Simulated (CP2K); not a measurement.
Two runs for the F K edge of 1,3,5-trifluorobenzene. Run A: CP2K XAS_TDP, all-electron GAPW, PBEh(45%), aug-cc-pVDZ, TDA, no relativity. Run B differs in one setting.

First lines with a strength over 0.0015. A:

```
                     atom  energy (eV)  states  strength, one atom
F1 (bonded to C), 3 alike       683.33       1              0.0079
                                683.52       1              0.0318
                                685.05       1              0.0048
                                685.81       1              0.0015
                                686.50       1              0.0017
```

B:

```
                     atom  energy (eV)  states  strength, one atom
F1 (bonded to C), 3 alike       673.02       1              0.0060
                                674.24       1              0.0112
                                674.73       1              0.0089
                                676.66       1              0.0040
                                676.98       1              0.0019
```

**Question.** Which was it: GW2X switched on, the basis, scalar relativity switched on, the functional?

The functional (functional from PBEh(45%) to PBE0; the lines alone don't name the new value). A functional moves all lines by electronvolts and changes their spacings and strengths. For F1 the rule picks another line of the list in the two runs, so no shift is given.

[Banner, clock and machine lines of the logs are left out without a mark of their own.]

[Logs are printed without paths, hosts, clocks, repeated set-up lines and the standing remarks that a program may print on its own settings, such as how far it seeks lower states.]

[Hosts, paths, dates, database ids (printed as entryN), source tags and the programs' standing remarks are cut or masked in the printed files.]
